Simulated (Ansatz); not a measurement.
## Mg2CrCd4Ga: relaxing a made-up structure

This structure for Mg2CrCd4Ga is made up. Its elements were placed in a known structure type with a cell scaled to their sizes. What cell does the guess relax to, and how far off was it?

Method: DFT, PBEsol, plane-wave PAW, files of the set soft_1, scalar-relativistic, ferromagnetic start, cell and ions relaxed at zero pressure; PAW set soft_1, in the first sound run; inputs show where later runs differ, in Ansatz 0.2.0.

## (1) Set-up

It takes space group Amm2 (No. 38, orthorhombic). Conventional cell: a = 4.932 Å, b = 6.221 Å, c = 10.731 Å, α = 90.00°, β = 90.00°, γ = 90.00°. Nearest to Cd lie 3 Cd at 2.88 to 3.06 Å and 2 Ga at 2.95 to 3.25 Å and 2 Cr at 2.99 Å and 4 Mg at 3.05 to 3.16 Å. Cd has 4 Mg at 3.04 to 3.17 Å and 4 Cd at 3.06 to 3.12 Å and 2 Ga at 3.07 Å and 2 Cr at 3.09 to 3.12 Å nearest. Nearest to Ga lie 8 Cd at 2.95 to 3.25 Å and 2 Cr at 2.99 Å and 2 Mg at 3.11 Å. Cr has 2 Ga at 2.99 Å and 8 Cd at 2.99 to 3.12 Å and 2 Mg at 3.11 Å nearest. Nearest to Mg lie 2 Mg at 3.03 Å and 8 Cd at 3.05 to 3.16 Å and 2 Ga at 3.11 Å. Nearest to Mg lie 2 Mg at 3.03 Å and 8 Cd at 3.04 to 3.17 Å and 2 Cr at 3.11 Å. Farther neighbours are not listed.

## (2) Relaxing cell and atoms

The guessed cell has no reason to be at equilibrium. It is relaxed with the atoms, within the space group of the guess.

input.yaml reads:

```yaml
crystal:
  lattice:
    - [4.932, 0.0, 0.0]
    - [0.0, 3.1105, 5.3655]
    - [0.0, -3.1105, 5.3655]
  atoms:
    - { symbol: Cd, position: [0.5, 0.6801, 0.1427] }
    - { symbol: Cd, position: [0.5, 0.1427, 0.6801] }
    - { symbol: Cd, position: [0.0, 0.8289, 0.3311] }
    - { symbol: Cd, position: [0.0, 0.3311, 0.8289] }
    - { symbol: Ga, position: [0.5, 0.6712, 0.6712] }
    - { symbol: Cr, position: [0.0, 0.8287, 0.8287], spin: 3.0 }
    - { symbol: Mg, position: [0.5, 0.1733, 0.1733] }
    - { symbol: Mg, position: [0.0, 0.3367, 0.3367] }
magnetization:
  spin_polarized: true
kpoints:
  mp_grid: { grid: [6, 5, 5] }
scf:
  occupations: { method: fermi_dirac, width: 0.05 }
hamiltonian:
  xc: pbesol
  pseudopotentials: { kind: paw, azcp: { folder: soft_1 }, xc_functional: pbe }
relax:
  f_tol: 0.015
  max_steps: 70
  cell: {}
output:
  forces: true
  stress: true
```

The run is started by

```
$ ansatz run input.yaml --threads 4 --pin off --max-ram 10240MiB --backend cpu --events-out ev --progress --plain --runs-dir out
```

Numbers of over 12 decimals in the logs are rounded to 6 here.

The program printed:

```text
Engine: ansatz 0.2.0, aarch64-unknown-linux-gnu
Pseudopotentials: kind: paw
Pseudopotential: Cd, paw, valence charge 20, recommended cutoff 420 eV (normal), soft_1/Cd.paw.azcp
Pseudopotential: Ga, paw, valence charge 13, recommended cutoff 420 eV (normal), soft_1/Ga.paw.azcp
Pseudopotential: Cr, paw, valence charge 14, recommended cutoff 420 eV (normal), soft_1/Cr.paw.azcp
Pseudopotential: Mg, paw, valence charge 10, recommended cutoff 420 eV (normal), soft_1/Mg.paw.azcp
Functional definition: PBEsol
  exchange = pbesol_x
  correlation = pbesol_c
Crystal: 8 atoms, lattice volume = 164.624 Å³
Basis set: ecut = 420 eV, 3247 PW (Γ), exchange–correlation on 72×90×90 points (8 copies of the dense FFT grid, shifted against one another)
Bands: 78, of which v1, the nominal top of the filled ones, is band 64 counted from 1 (63 counted from 0)
Symmetry: 4 space group operations
Space group: Amm2 (ITA 38), of the structure as read, at distance tolerance 5.5e-5 Å
Magnetic group: BNS 38.187 (UNI 285), of the structure as read, at distance tolerance 5.5e-5 Å
k-points: 36 of 150 (time reversal used)
Non-local potential: Cd, projectors of the file, l = 0: 3, l = 1: 2, l = 2: 2, l = 3: 1
Non-local potential: Ga, projectors of the file, l = 0: 2, l = 1: 2, l = 2: 3, l = 3: 1
Non-local potential: Cr, projectors of the file, l = 0: 3, l = 1: 2, l = 2: 3, l = 3: 1
Non-local potential: Mg, projectors of the file, l = 0: 3, l = 1: 2, l = 2: 1
PAW form: soft (Blöchl's): semilocal exchange-correlation on the pseudo side does not see the compensation charge
PAW frozen core: Cd, regenerated for the run's functional, and the local potential with it (the file was generated under x = pbe(κ = 0.804, μ = 0.219515), c = pbe(β = 0.066725))
PAW frozen core: Ga, regenerated for the run's functional, and the local potential with it (the file was generated under x = pbe(κ = 0.804, μ = 0.219515), c = pbe(β = 0.066725))
PAW frozen core: Cr, regenerated for the run's functional, and the local potential with it (the file was generated under x = pbe(κ = 0.804, μ = 0.219515), c = pbe(β = 0.066725))
PAW frozen core: Mg, regenerated for the run's functional, and the local potential with it (the file was generated under x = pbe(κ = 0.804, μ = 0.219515), c = pbe(β = 0.066725))
PAW one-centre angular grid: Cd, 590 points (default); XC on 64 Gauss nodes
PAW one-centre angular grid: Ga, 590 points (default); XC on 64 Gauss nodes
PAW one-centre angular grid: Cr, 590 points (default); XC on 64 Gauss nodes
PAW one-centre angular grid: Mg, 110 points (default); XC on 64 Gauss nodes
Initial density: superposition of atomic densities (chi_scale 0.1, normalization cell)
Starting moments: Σ|m| = 3 μB on 1 of 8 sites
Initial wavefunctions: pseudopotential atomic-orbital guess
Functional: x = pbesol(κ = 0.804, μ = 0.123457), c = pbesol(β = 0.046)
SCF iter   1: F=—  HF=-43652.930412 eV  |F-HF|=—  |Δ(HF+E_count)|=         —  Δρ=2.74e-2 (↑2.11e-2 ↓2.74e-2)  dr2=4.66e0  dr2_m=4.70e-2  M=3.212 μB ∫|m|=3.471 μB  β_m=0.30  ethr=3.10e-3  ⟨swp⟩=6.1  Hψ=19055  notcnv=0  defer=8
Mixer restart at iter 1: flushing history
preconditioner: auto → Kerker (q_TF=auto, 2.613 Å⁻¹)  [metal: Δε(μ)=0.021 eV  Ē_g=10.890 eV  σ=0.050 eV  W_gap=0.10  n_scr=46 (ndim 8)  ℏωp=24.4 eV  f_vac=0.000  D(μ)=4.38/eV (n_scr^D=26)]
spin=Collinear: Kerker preconditioning applied to the charge; magnetization (m = ρ↑ − ρ↓) channel mixes plain (no charge-response kernel on spin).
SCF iter   2: F=—  HF=-43652.370616 eV  |F-HF|=—  |Δ(HF+E_count)|=   5.60e-1  Δρ=1.94e-2 (↑1.26e-2 ↓1.94e-2)  dr2=1.90e0  dr2_m=1.18e-1  M=3.347 μB ∫|m|=3.622 μB  β_m=0.51  ethr=3.10e-3  ⟨swp⟩=2.0  Hψ=7295  notcnv=0  defer=365
SCF iter   3: F=—  HF=-43652.038867 eV  |F-HF|=—  |Δ(HF+E_count)|=   3.32e-1  Δρ=1.00e-2 (↑9.36e-3 ↓1.00e-2)  dr2=2.96e-1  dr2_m=1.02e-1  M=3.608 μB ∫|m|=3.949 μB  β_m=0.76  ethr=1.50e-3  ⟨swp⟩=2.0  Hψ=8419  notcnv=0  defer=364
SCF iter   4: F=—  HF=-43652.148219 eV  |F-HF|=—  |Δ(HF+E_count)|=         —  Δρ=1.14e-2 (↑1.14e-2 ↓3.82e-3)  dr2=1.21e-1  dr2_m=8.33e-2  M=3.957 μB ∫|m|=4.438 μB  β_m=0.76  ethr=2.33e-4  ⟨swp⟩=2.4  Hψ=8846  notcnv=0  defer=367
Mixer restart at iter 4: flushing history
SCF iter   5: F=—  HF=-43652.120175 eV  |F-HF|=—  |Δ(HF+E_count)|=   2.80e-2  Δρ=4.48e-3 (↑4.48e-3 ↓1.46e-3)  dr2=4.01e-2  dr2_m=4.19e-3  M=3.897 μB ∫|m|=4.378 μB  β_m=0.65  ethr=9.51e-5  ⟨swp⟩=2.6  Hψ=10718  notcnv=0  defer=367
SCF iter   6: F=—  HF=-43652.118795 eV  |F-HF|=—  |Δ(HF+E_count)|=   1.38e-3  Δρ=1.62e-3 (↑1.62e-3 ↓8.12e-4)  dr2=3.36e-3  dr2_m=1.98e-3  M=3.929 μB ∫|m|=4.421 μB  β_m=0.74  ethr=3.16e-5  ⟨swp⟩=2.0  Hψ=10881  notcnv=0  defer=359
SCF iter   7: F=—  HF=-43652.118023 eV  |F-HF|=—  |Δ(HF+E_count)|=   7.72e-4  Δρ=2.95e-4 (↑2.95e-4 ↓2.60e-4)  dr2=8.19e-4  dr2_m=6.72e-6  M=3.922 μB ∫|m|=4.419 μB  β_m=0.86  ethr=2.64e-6  ⟨swp⟩=2.0  Hψ=8478  notcnv=0  defer=359
SCF iter   8: F=—  HF=-43652.118059 eV  |F-HF|=—  |Δ(HF+E_count)|=   3.62e-5  Δρ=1.52e-4 (↑1.52e-4 ↓1.43e-4)  dr2=2.42e-4  dr2_m=6.68e-7  M=3.923 μB ∫|m|=4.422 μB  β_m=0.86  ethr=6.45e-7  ⟨swp⟩=2.8  Hψ=9362  notcnv=0  defer=359
SCF iter   9: F=—  HF=-43652.117980 eV  |F-HF|=—  |Δ(HF+E_count)|=   7.95e-5  Δρ=1.85e-4 (↑1.85e-4 ↓3.95e-5)  dr2=6.71e-5  dr2_m=1.03e-5  M=3.925 μB ∫|m|=4.425 μB  β_m=0.93  ethr=1.91e-7  ⟨swp⟩=2.0  Hψ=8632  notcnv=0  defer=359
SCF iter  10: F=—  HF=-43652.118000 eV  |F-HF|=—  |Δ(HF+E_count)|=   2.04e-5  Δρ=1.02e-4 (↑1.02e-4 ↓1.70e-5)  dr2=2.63e-5  dr2_m=3.11e-6  M=3.925 μB ∫|m|=4.425 μB  β_m=0.96  ethr=5.29e-8  ⟨swp⟩=2.0  Hψ=8364  notcnv=0  defer=359
SCF iter  11: F=—  HF=-43652.118002 eV  |F-HF|=—  |Δ(HF+E_count)|=   1.67e-6  Δρ=2.68e-5 (↑2.68e-5 ↓1.89e-5)  dr2=3.08e-6  dr2_m=1.01e-7  M=3.925 μB ∫|m|=4.424 μB  β_m=0.73  ethr=2.07e-8  ⟨swp⟩=2.0  Hψ=8604  notcnv=0  defer=359
SCF iter  12: F=—  HF=-43652.117999 eV  |F-HF|=—  |Δ(HF+E_count)|=   2.22e-6  Δρ=6.51e-6 (↑6.51e-6 ↓2.97e-6)  dr2=1.87e-7  dr2_m=1.31e-8  M=3.925 μB ∫|m|=4.424 μB  β_m=0.87  ethr=2.43e-9  ⟨swp⟩=2.0  Hψ=8176  notcnv=0  defer=359
SCF iter  13: F=—  HF=-43652.117999 eV  |F-HF|=—  |Δ(HF+E_count)|=   1.78e-8  Δρ=2.12e-6 (↑2.12e-6 ↓1.12e-6)  dr2=2.17e-8  dr2_m=1.36e-9  M=3.925 μB ∫|m|=4.424 μB  β_m=0.93  ethr=1.47e-10  ⟨swp⟩=2.0  Hψ=7778  notcnv=0  defer=359
SCF iter  14: F=-43652.117999 eV  HF=-43652.117999 eV  |F-HF|=7.06e-9  |Δ(HF+E_count)|=  2.98e-10  Δρ=1.30e-6 (↑1.30e-6 ↓4.08e-7)  dr2=7.46e-9  dr2_m=3.21e-10  M=3.925 μB ∫|m|=4.424 μB  ethr=1.71e-11  ⟨swp⟩=1.6  Hψ=13406  notcnv=0
SCF 1 converged in 14 iterations: F = -43652.117999 eV  dr2 = 7.46e-9
[...]
SCF 3 converged in 10 iterations: F = -43652.320000 eV  dr2 = 1.45e-7
relax step   3: F+E_penalty+E_count = -43652.31999979 eV  Δ(F+E_penalty+E_count) = -1.547e-2 eV  max|allowed force component| = 3.281e-2 eV/Å  Δτ_max = 0.0305 Å  P = -0.216 GPa  Ω = 153.581 Å³  energy of the carried Pulay correction = +1.430e-3 eV  (10 SCF iters, dr2 threshold 8.00e-7 eV, accepted)
[...]
relax step   4: F+E_penalty+E_count = -43652.32103495 eV  Δ(F+E_penalty+E_count) = -1.035e-3 eV  max|allowed force component| = 1.593e-2 eV/Å  Δτ_max = 0.0110 Å  P = -0.039 GPa  Ω = 153.125 Å³  energy of the carried Pulay correction = +1.491e-3 eV  (9 SCF iters, dr2 threshold 1.73e-7 eV, accepted)
[...]
relax step   5: F+E_penalty+E_count = -43652.32118683 eV  Δ(F+E_penalty+E_count) = -1.519e-4 eV  max|allowed force component| = 5.362e-3 eV/Å  Δτ_max = 0.0096 Å  P = +0.005 GPa  Ω = 153.021 Å³  energy of the carried Pulay correction = +1.505e-3 eV  (9 SCF iters, dr2 threshold 2.10e-8 eV, accepted)
Initial wavefunctions: pseudopotential atomic-orbital guess (no wavefunctions were taken with the density)
iter 1 solved again at ethr=1.08e-8 eV; its pass at ethr=3.10e-3 eV (dr2=1.37e-5 eV) is discarded
SCF iter   1: F=—  HF=-43652.319501 eV  |F-HF|=—  |Δ(HF+E_count)|=         —  Δρ=5.25e-5 (↑5.25e-5 ↓4.55e-5)  dr2=4.86e-6  dr2_m=2.44e-7  M=3.833 μB ∫|m|=4.284 μB  β_m=0.65  ethr=1.08e-8  ⟨swp⟩=4.0  Hψ=36519  notcnv=0
preconditioner: auto → Kerker (q_TF=auto, 2.376 Å⁻¹)  [metal: Δε(μ)=0.011 eV  Ē_g=11.811 eV  σ=0.050 eV  W_gap=0.05  n_scr=26 (ndim 8)  ℏωp=25.3 eV  f_vac=0.000  D(μ)=2.83/eV (n_scr^D=20)]
spin=Collinear: Kerker preconditioning applied to the charge; magnetization (m = ρ↑ − ρ↓) channel mixes plain (no charge-response kernel on spin).
SCF iter   2: F=—  HF=-43652.319588 eV  |F-HF|=—  |Δ(HF+E_count)|=   8.66e-5  Δρ=2.65e-5 (↑2.57e-5 ↓2.65e-5)  dr2=2.01e-6  dr2_m=1.31e-8  M=3.833 μB ∫|m|=4.284 μB  β_m=0.53  ethr=3.83e-9  ⟨swp⟩=2.0  Hψ=9690  notcnv=0
SCF iter   3: F=—  HF=-43652.319588 eV  |F-HF|=—  |Δ(HF+E_count)|=   1.28e-7  Δρ=1.03e-5 (↑1.01e-5 ↓1.03e-5)  dr2=2.44e-7  dr2_m=8.31e-9  M=3.833 μB ∫|m|=4.284 μB  β_m=0.64  ethr=1.58e-9  ⟨swp⟩=2.0  Hψ=7537  notcnv=0
SCF iter   4: F=—  HF=-43652.319588 eV  |F-HF|=—  |Δ(HF+E_count)|=   2.73e-7  Δρ=5.33e-6 (↑5.33e-6 ↓2.64e-6)  dr2=1.14e-7  dr2_m=5.08e-9  M=3.833 μB ∫|m|=4.284 μB  β_m=0.69  ethr=1.92e-10  ⟨swp⟩=2.0  Hψ=9079  notcnv=0
SCF iter   5: F=—  HF=-43652.319588 eV  |F-HF|=—  |Δ(HF+E_count)|=   1.79e-7  Δρ=3.30e-6 (↑3.30e-6 ↓1.90e-6)  dr2=9.73e-8  dr2_m=8.43e-10  M=3.833 μB ∫|m|=4.284 μB  β_m=0.84  ethr=8.96e-11  ⟨swp⟩=2.0  Hψ=8621  notcnv=0
SCF iter   6: F=—  HF=-43652.319588 eV  |F-HF|=—  |Δ(HF+E_count)|=   1.06e-7  Δρ=1.53e-6 (↑1.53e-6 ↓1.52e-6)  dr2=3.79e-8  dr2_m=4.49e-10  M=3.833 μB ∫|m|=4.284 μB  β_m=0.92  ethr=7.66e-11  ⟨swp⟩=2.0  Hψ=9813  notcnv=0
SCF iter   7: F=—  HF=-43652.319588 eV  |F-HF|=—  |Δ(HF+E_count)|=   7.32e-9  Δρ=6.56e-7 (↑6.56e-7 ↓3.00e-7)  dr2=1.40e-9  dr2_m=1.48e-10  M=3.833 μB ∫|m|=4.284 μB  β_m=0.88  ethr=2.99e-11  ⟨swp⟩=2.0  Hψ=6447  notcnv=0
SCF iter   8: F=—  HF=-43652.319588 eV  |F-HF|=—  |Δ(HF+E_count)|=   1.63e-9  Δρ=7.12e-7 (↑7.12e-7 ↓2.18e-7)  dr2=1.46e-9  dr2_m=9.31e-11  M=3.833 μB ∫|m|=4.284 μB  β_m=0.79  ethr=1.10e-12  ⟨swp⟩=2.3  Hψ=10007  notcnv=0
SCF iter   9: F=—  HF=-43652.319588 eV  |F-HF|=—  |Δ(HF+E_count)|=   1.92e-9  Δρ=1.71e-7 (↑1.71e-7 ↓9.82e-8)  dr2=1.26e-10  dr2_m=2.73e-12  M=3.833 μB ∫|m|=4.284 μB  β_m=0.87  ethr=1.10e-12  ⟨swp⟩=2.0  Hψ=9820  notcnv=0
SCF iter  10: F=—  HF=-43652.319588 eV  |F-HF|=—  |Δ(HF+E_count)|=  2.98e-10  Δρ=7.61e-8 (↑7.61e-8 ↓3.43e-8)  dr2=2.13e-11  dr2_m=7.58e-13  M=3.833 μB ∫|m|=4.284 μB  β_m=0.79  ethr=1.00e-12  ⟨swp⟩=1.9  Hψ=5937  notcnv=0
SCF iter  11: F=-43652.319588 eV  HF=-43652.319588 eV  |F-HF|=7.28e-12  |Δ(HF+E_count)|=  2.18e-11  Δρ=1.61e-8 (↑1.61e-8 ↓7.99e-9)  dr2=1.10e-12  dr2_m=3.01e-14  M=3.833 μB ∫|m|=4.284 μB  ethr=1.00e-12  ⟨swp⟩=2.8  Hψ=16038  notcnv=0
SCF 6 converged in 11 iterations: F = -43652.319588 eV  dr2 = 1.10e-12
relax step   6: F+E_penalty+E_count = -43652.31958823 eV  Δ(F+E_penalty+E_count) = +1.599e-3 eV  max|allowed force component| = 5.513e-3 eV/Å  Δτ_max = 0.0000 Å  P = +0.007 GPa  Ω = 153.021 Å³  stress off target by 4.75e-2 GPa  SCF on the basis re-selected at this cell (its energy is not comparable with the rows above)  (11 SCF iters)
basis re-selected at this cell: Δ(F+E_penalty+E_count) = +1.599e-3 eV, ΔP = +0.002 GPa vs the last step (what re-selecting the basis moved, of the pressure what is left beyond the Pulay correction that the steps carried, after the strain that the cell walked since its last selection, with what the two solves' SCF thresholds leave and, on support functions, any second-order correction that the steps lacked; it is no m [...]
SCF converged after 11 iterations
Magnetization: 3.8327 μB (65.4164 up, 61.5836 down)
Absolute magnetization: 4.2908 μB (∫|ρ↑−ρ↓|, with the PAW one-centre terms)
Spin contamination: 0.3723 ħ² per cell (⟨S²⟩ above its minimum at these occupations)
Per-site moments (μB) at R_I (Å): [(-0.00693209, 1.190650), (-0.00693209, 1.190650), (-0.010305, 1.223443), (-0.010305, 1.223443), (-0.014700, 1.190650), (3.551631, 1.191482), (0.018293, 1.224543), (-0.011829, 1.222803)]
Free energy (F): -43652.319588 eV
Harris-Foulkes:  -43652.319588 eV  (|F-HF|=7.28e-12)
Internal energy: -43652.296290 eV  (E = F + TS)
E sigma→0 (E₀):  -43652.307939 eV
Entropy (-TS):   -0.023298 eV (-2.912 meV/atom)
Fermi energy:    12.769228 eV
--- Per-component energies (eV) ---
  E_band       = -2527.413969
  E_kinetic    = 2316.798155
  E_local      = -18119.088211  (includes V_loc(G=0)·N_el)
  E_nonlocal   = 829.812277
  E_hartree    = 8237.397585
  E_xc         = -855.633029
  E_vxc        = -1058.105699  (∫ρ·V_xc dr)
  E_paw        = -19832.275088  (= ΣΔE_a)
  E_vpaw       = -2971.627314  (= ΣTr[D̂ρ^β])
  E_aug_tail   = 0.001629  (compensation charges beyond the density's cutoff)
  E_ewald      = -16231.818155
  E_core_change = 2.508547  (= ΣΔE_core)
  E_smearing   = -0.023298  (= −TS)
  E_closure    = 0.000000  (closes the sum)
  Σ components = -43652.319588   (vs F -43652.319588, Δ=0.00e0)
--- Forces (eV/Å), atoms counted from 1 ---
  atom   1  Cd     0.00000000     0.00001725     0.00443383
  atom   2  Cd     0.00000000    -0.00001725     0.00443383
  atom   3  Cd     0.00000000     0.00461124     0.00174547
  atom   4  Cd     0.00000000    -0.00461124     0.00174547
  atom   5  Ga     0.00000000     0.00000000    -0.00551313
  atom   6  Cr     0.00000000     0.00000000    -0.00101346
  atom   7  Mg     0.00000000     0.00000000    -0.00389238
  atom   8  Mg     0.00000000     0.00000000    -0.00193960
  max |Σ_I F_I| component: 2.32e-8 eV/Å
--- Stress (GPa, compression-positive) ---
       -0.047479       0.000000       0.000000
        0.000000       0.041280       0.000000
        0.000000       0.000000       0.026673
  P = ⅓ Tr σ = 0.0068 GPa (0.068 kbar)
--- Relaxed structure (5 steps of the walk, 5 accepted, 1 SCFs on fresh bases) ---
  F+E_penalty+E_count = -43652.31958823 eV   max|allowed force component| = 5.513e-3 eV/Å   (the final SCF, on the basis selected at the relaxed cell)
  cell:  # Å, volume = 153.0210 Å³
    - [4.835703, 0.0, 0.0]
    - [0.0, 3.039314, 5.205779]
    - [0.0, -3.039314, 5.205779]
  atoms:
    - { symbol: Cd, position: [0.500000, 0.663084, 0.161173] }
    - { symbol: Cd, position: [0.500000, 0.161173, 0.663084] }
    - { symbol: Cd, position: [0, 0.833301, 0.333189] }
    - { symbol: Cd, position: [0, 0.333189, 0.833301] }
    - { symbol: Ga, position: [0.500000, 0.676085, 0.676085] }
    - { symbol: Cr, position: [0, 0.827860, 0.827860] }
    - { symbol: Mg, position: [0.500000, 0.161168, 0.161168] }
    - { symbol: Mg, position: [0, 0.336840, 0.336840] }
```

The job ended after 3.3 min (4 threads of Arm Neoverse V1, shared host; peak memory 1 GiB; 13 min of CPU time).

Relaxation path:

```
step  energy less that of the first step (eV)  largest force component (eV/Å)  pressure (GPa)  volume (Å³)
   1                                   0.0000                          0.3679           -3.42       164.62
   2                                  -0.1865                          0.1618            1.22       150.19
   3                                  -0.2020                          0.0328           -0.22       153.58
   4                                  -0.2030                          0.0159           -0.04       153.13
   5                                  -0.2032                          0.0054            0.00       153.02
  6*                                  -0.2016                          0.0055            0.01       153.02
```

Relaxation steps marked * repeat the geometry before them on a plane-wave basis chosen anew for their cell, so energy and pressure can jump there.

Forces are held to the 4 operations that the run works with; a distortion that breaks them can't arise in this run.

```
conventional cell, symmetrised  before   after  change
                         a (Å)   4.932   4.836  -2.0 %
                         b (Å)   6.221   6.079  -2.3 %
                         c (Å)  10.731  10.412  -3.0 %
              volume (Å³/atom)   20.58   19.13  -7.0 %
```

The atoms that moved most (Å, as changes of fractional coordinates times the final cell):

```
atom     dx      dy      dz  length
 Mg7  0.000   0.000  -0.126   0.126
 Cd1  0.000  -0.108   0.008   0.108
 Cd2  0.000   0.108   0.008   0.108
 Ga5  0.000   0.000   0.051   0.051
 Cd4  0.000  -0.007   0.034   0.035
 Cd3  0.000   0.007   0.034   0.035
 Cr6  0.000   0.000  -0.009   0.009
```

The relaxed structure:

```cif
data_structure
_symmetry_space_group_name_H-M 'P 1'
_symmetry_Int_Tables_number 1
_cell_length_a 4.8357
_cell_length_b 6.0281
_cell_length_c 6.0281
_cell_angle_alpha 60.556
_cell_angle_beta 90.000
_cell_angle_gamma 90.000
_cell_volume 153.02
loop_
_atom_site_label
_atom_site_type_symbol
_atom_site_fract_x
_atom_site_fract_y
_atom_site_fract_z
_atom_site_occupancy
Cd1 Cd 0.50000 0.66308 0.16117 1
Cd2 Cd 0.50000 0.16117 0.66308 1
Cd3 Cd 0.00000 0.83330 0.33319 1
Cd4 Cd 0.00000 0.33319 0.83330 1
Ga5 Ga 0.50000 0.67608 0.67608 1
Cr6 Cr 0.00000 0.82786 0.82786 1
Mg7 Mg 0.50000 0.16117 0.16117 1
Mg8 Mg 0.00000 0.33684 0.33684 1
```

This step gave:

```yaml
free_energy: -43652.3196 eV
energy_at_zero_smearing: -43652.3079 eV
smearing_term_ts: 0.02330 eV
fermi_energy: 12.77 eV
magnetization: 3.833 μB
absolute_magnetization: 4.291 μB
site_moments: -0.006932, -0.006932, -0.01031, -0.01031, -0.01470, 3.552, 0.01829, -0.01183 μB
electrons: 127
symmetry_operations: 4
pressure: 0.006825 GPa
```

Site moment by atom:

```
atom  site moment (μB)
 Cd1             -0.01
 Cd2             -0.01
 Cd3             -0.01
 Cd4             -0.01
 Ga5             -0.01
 Cr6              3.55
 Mg7              0.02
 Mg8             -0.01
```

Shortest distances by pair of elements, guess and relaxed (not always the same contact):

```
 pair  guess (Å)  relaxed (Å)
Cd–Ga      2.952        2.886
Cr–Ga      2.990        2.888
Cd–Mg      3.035        2.964
Cd–Cr      2.990        2.966
Cd–Cd      2.878        3.003
```

The relaxation ends with a largest force component of 0.0055 eV/Å and a pressure of 0.01 GPa.

(Part 1 of 2 ends here.)

[Logs are printed without paths, hosts, clocks, repeated set-up lines and the standing remarks that a program may print on its own settings, such as how far it seeks lower states.]

[Hosts, paths, dates, database ids (printed as entryN), source tags and the programs' standing remarks are cut or masked in the printed files.]
